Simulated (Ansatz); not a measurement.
# Which site? Al in place of Ti in random rock-salt alloy of NbC and TiC (64 atoms), part 2 of 2

Aim: make Al in place of Ti at several sites of random rock-salt alloy of NbC and TiC (64 atoms), relax each, and compare their energies.

Ansatz 0.2.0; Kohn-Sham DFT, revPBE, PAW (set soft_1), plane waves.

So far. Step 2 (Single point at the start): The r.m.s. force at the start is 0.38 eV/Å. Step 3 (Relaxation): The relaxation converged after 4 steps, 0.765 eV below its start, with a largest force component of 0.028 eV/Å.

### Step 5. Al on a site of Ti, site Ti7

The site has 6 bonded neighbours (C6) at 2.16 Å on average, by cutoffs that count no bonds between two metal atoms or like ions. The change is made in the relaxed cell and the atoms are relaxed again.

Input file input.yaml:

```yaml
crystal:
  lattice:
    - [8.727, 0.0, 0.0]
    - [0.0, 8.727, 0.0]
    - [0.0, 0.0, 8.727]
  atoms:
    [... atom lines 1 to 3 left out ...]
    - { symbol: C, position: [0.25207, 0.25076, 0.24781] }
    - { symbol: Ti, position: [0.25185, 0.99945, 0.25002] }
    - { symbol: C, position: [0.00017, 0.00076, 0.25001] }
    - { symbol: Al, position: [0.25173, 0.24842, 0.99915] }
    - { symbol: C, position: [0.00227, 0.24845, 0.99758] }
    - { symbol: Ti, position: [0.99894, 0.99822, 0.50171] }
    - { symbol: C, position: [0.25002, 0.99835, 0.49979] }
    [... atom lines 11 to 64 left out ...]
kpoints:
  mp_grid: { grid: [2, 2, 2] }
hamiltonian:
  xc: revpbe
  pseudopotentials: { kind: paw, azcp: { folder: soft_1 } }
scf:
  occupations: { method: fermi_dirac, width: 0.05 }
output:
  forces: true
  eigenvalues: true
relax:
  f_tol: 0.05
  max_steps: 90
```

On the command line:

```
$ ansatz run input.yaml --threads 8 --pin off --max-ram 15872MiB --backend cpu --events-out ev --progress --plain --runs-dir out
```

Numbers of over 12 decimals in the logs are rounded to 6 here.

The log of the run:

```text
[...]
Crystal: 64 atoms, lattice volume = 664.653 Å³
Basis set: ecut = 420 eV, 13037 PW (Γ), exchange–correlation on 120×120×120 points (8 copies of the dense FFT grid, shifted against one another)
Bands: 320, of which v1, the nominal top of the filled ones, is band 256 counted from 1 (255 counted from 0)
Symmetry: 1 space group operations
[...]
k-points: 8
[...]
SCF iter   1: F=—  HF=-102715.775447 eV  |F-HF|=—  |Δ(HF+E_count)|=         —  Δρ=1.47e-1  dr2=2.26e2  ethr=3.10e-3  ⟨swp⟩=4.0  Hψ=7694  notcnv=0  defer=1
[...]
SCF iter   8: F=-102667.648840 eV  HF=-102667.648845 eV  |F-HF|=5.04e-6  |Δ(HF+E_count)|=   3.34e-6  Δρ=2.36e-5  dr2=6.80e-6  ethr=1.22e-8  ⟨swp⟩=13.5  Hψ=10804  notcnv=0
SCF 1 converged in 8 iterations: F = -102667.648840 eV  dr2 = 6.80e-6
[...]
relax step   1: F+E_penalty+E_count = -102667.64883995 eV  Δ(F+E_penalty+E_count) = +0.000e0 eV  max|allowed force component| = 2.344e-1 eV/Å  Δτ_max = 0.0000 Å  (8 SCF iters, dr2 threshold 6.25e-5 eV, accepted)
[...]
relax step   2: F+E_penalty+E_count = -102667.66101196 eV  Δ(F+E_penalty+E_count) = -1.217e-2 eV  max|allowed force component| = 6.200e-2 eV/Å  Δτ_max = 0.0139 Å  (6 SCF iters, dr2 threshold 3.43e-6 eV, accepted)
[...]
relax step   3: F+E_penalty+E_count = -102667.66342701 eV  Δ(F+E_penalty+E_count) = -2.415e-3 eV  max|allowed force component| = 3.258e-2 eV/Å  Δτ_max = 0.0065 Å  (6 SCF iters, accepted)
SCF converged after 6 iterations
Free energy (F): -102667.663427 eV
[...]
Internal energy: -102667.498966 eV  (E = F + TS)
E sigma→0 (E₀):  -102667.581197 eV
Entropy (-TS):   -0.164461 eV (-2.570 meV/atom)
Fermi energy:    16.225935 eV
[...]
--- Forces (eV/Å), atoms counted from 1 ---
  atom   1  Ti    -0.00626888     0.00608836     0.00136333
  atom   2  C     -0.00103360    -0.00881925     0.00269500
  atom   3  Nb    -0.02336701     0.01803343     0.00580984
  atom   4  C     -0.00192187     0.01332216    -0.00802805
  atom   5  Ti    -0.00564181     0.00108966     0.00977382
  atom   6  C     -0.00271329     0.01195052    -0.00227213
  atom   7  Al     0.00255971     0.00573591     0.01220120
  atom   8  C      0.00307602    -0.00895694    -0.00547390
  atom   9  Ti     0.00657036    -0.01139117     0.00538684
  atom  10  C      0.00197254     0.00728985    -0.00040188
  atom  11  Ti    -0.02023532     0.00490876    -0.00957560
  atom  12  C     -0.00784425     0.00803692    -0.01682924
  atom  13  Ti    -0.00492250    -0.00040052    -0.01201773
  atom  14  C     -0.00267600     0.00523489     0.00339836
[...]
atom  63  Ti     0.00865165     0.00099041    -0.00096340
  atom  64  C     -0.00383975    -0.00413567     0.00101379
  max |Σ_I F_I| component: 1.07e-5 eV/Å
--- Band table (eV; the first three rows and the last of 8) ---
[...]
--- Relaxed structure (3 steps of the walk, 3 accepted, 0 SCFs on fresh bases) ---
  F+E_penalty+E_count = -102667.66342701 eV   max|allowed force component| = 3.258e-2 eV/Å
  atoms:
    - { symbol: Ti, position: [1.000292, 0.999723, 0.997861] }
    - { symbol: C, position: [0.250371, 0.00311839, 0.999742] }
    - { symbol: Nb, position: [0.999771, 0.248253, 0.250967] }
    - { symbol: C, position: [0.251955, 0.250540, 0.246995] }
[...]
- { symbol: C, position: [0.500740, 0.752995, 0.499804] }
```

Elapsed: 52 s, on 8 threads of AMD EPYC 7B13 (Zen 3), shared host; peak memory 7.8 GiB; 6.5 min of CPU time.

The relaxation converged after 3 steps, 0.0146 eV below its start, with a largest force component of 0.033 eV/Å.

The surroundings of the Al atom, after relaxation, nearest first, numbered as they follow in the input and with coordinates relative to it.

```
atom      x      y      z  distance (Å)  bonds
 Al7   0.00   0.00   0.00          0.00      6
  C2  -0.01  -2.14   0.00          2.14      6
 C40   2.14   0.01   0.02          2.14      6
 C12  -0.03   0.02  -2.15          2.15      6
  C4   0.00   0.02   2.16          2.16      6
  C8  -2.17   0.00  -0.02          2.17      6
 C18   0.00   2.17   0.00          2.17      6
Ti33   2.17  -2.17   0.01          3.07      6
Nb43   2.17   0.00  -2.17          3.07      6
 Ti5   0.00  -2.17   2.18          3.07      6
```

The column of bonds counts only the pairs C-Ti within 2.76 Å, C-Nb within 2.81 Å, C-Al within 2.58 Å; other neighbours, such as metal atoms beside each other in a compound, aren't counted, and periodic images can show an atom twice.

The largest move is 0.02 Å, by Nb17.

### Step 6. Al on a site of Ti, site Ti61

The site has 6 bonded neighbours (C6) at 2.18 Å on average. 

Input and log are left out; they have the form of those shown for this kind of step.

Run time: 52 s. Hardware: 8 threads of AMD EPYC 7B13 (Zen 3), shared host; peak memory 7.7 GiB.

The relaxation converged after 3 steps, 0.0168 eV below its start, with a largest force component of 0.040 eV/Å.

### Step 7. Al on a site of Ti, site Ti49

The site has 6 bonded neighbours (C6) at 2.17 Å on average. 

Input and log are left out; they have the form of those shown for this kind of step.

Run time: 53 s. Hardware: 8 threads of AMD EPYC 7B13 (Zen 3), shared host; peak memory 7.7 GiB.

The relaxation converged after 3 steps, 0.0153 eV below its start, with a largest force component of 0.027 eV/Å.

The surroundings of the Al atom, after relaxation, nearest first, numbered as they follow in the input and with coordinates relative to it.

```csv
atom,x,y,z,distance (Å),bonds
Al49,0.00,0.00,0.00,0.00,6
C54,0.00,-0.02,2.15,2.15,6
C50,2.15,0.00,-0.01,2.15,6
C18,-2.16,-0.03,-0.01,2.16,6
C62,0.00,0.00,-2.16,2.16,6
C56,0.02,2.17,-0.01,2.17,6
C40,-0.02,-2.20,0.01,2.20,6
Nb23,-2.15,2.18,-0.02,3.06,6
Ti55,2.16,2.17,-0.02,3.06,6
Ti21,-2.16,-0.01,2.17,3.06,6
```

The column of bonds counts only the pairs C-Ti within 2.76 Å, C-Nb within 2.81 Å, C-Al within 2.62 Å; other neighbours, such as metal atoms beside each other in a compound, aren't counted, and periodic images can show an atom twice.

The largest move is 0.01 Å, by C50.

### Step 8. The sites compared

All these cells hold the same atoms, so their energies can be compared with no chemical potential.

```csv
site,neighbours,mean distance (Å),atoms within 6 Å,energy over the best site (eV),before relaxation (eV),gain on relaxing (eV)
Ti7,C6,2.16,80,0.00,0.00,0.01
Ti49,C6,2.17,80,0.06,0.06,0.02
Ti61,C6,2.18,80,0.10,0.10,0.02
```

Neighbours are those of the relaxed host within 2.76 Å (C-Ti); other pairs aren't counted.

### Step 9. What came out

The cheapest site is Ti7 (6 neighbours, C6); the dearest, Ti61 (6 neighbours, C6), costs 0.099 eV more. Sites with the same first shell differ by up to 0.10 eV, from their geometry, farther neighbours or both. Relaxation gains 0.015 to 0.017 eV and leaves the best site the same.

**Limits.** Defects are neutral and interact with their images. Only 3 of the 24 Ti sites were tried, so a cheaper one may exist. The change leaves an odd electron count, and these runs have no spin polarisation. The host structure and its lattice constant were typed by rule, without a check against the phase diagram. The pressure of 5.2 GPa shows the cell to be compressed for this functional.

The DFT runs together took 4.3 min of wall time.

[Logs are printed without paths, hosts, clocks, repeated set-up lines and the standing remarks that a program may print on its own settings, such as how far it seeks lower states.]

[Hosts, paths, dates, database ids (printed as entryN), source tags and the programs' standing remarks are cut or masked in the printed files.]
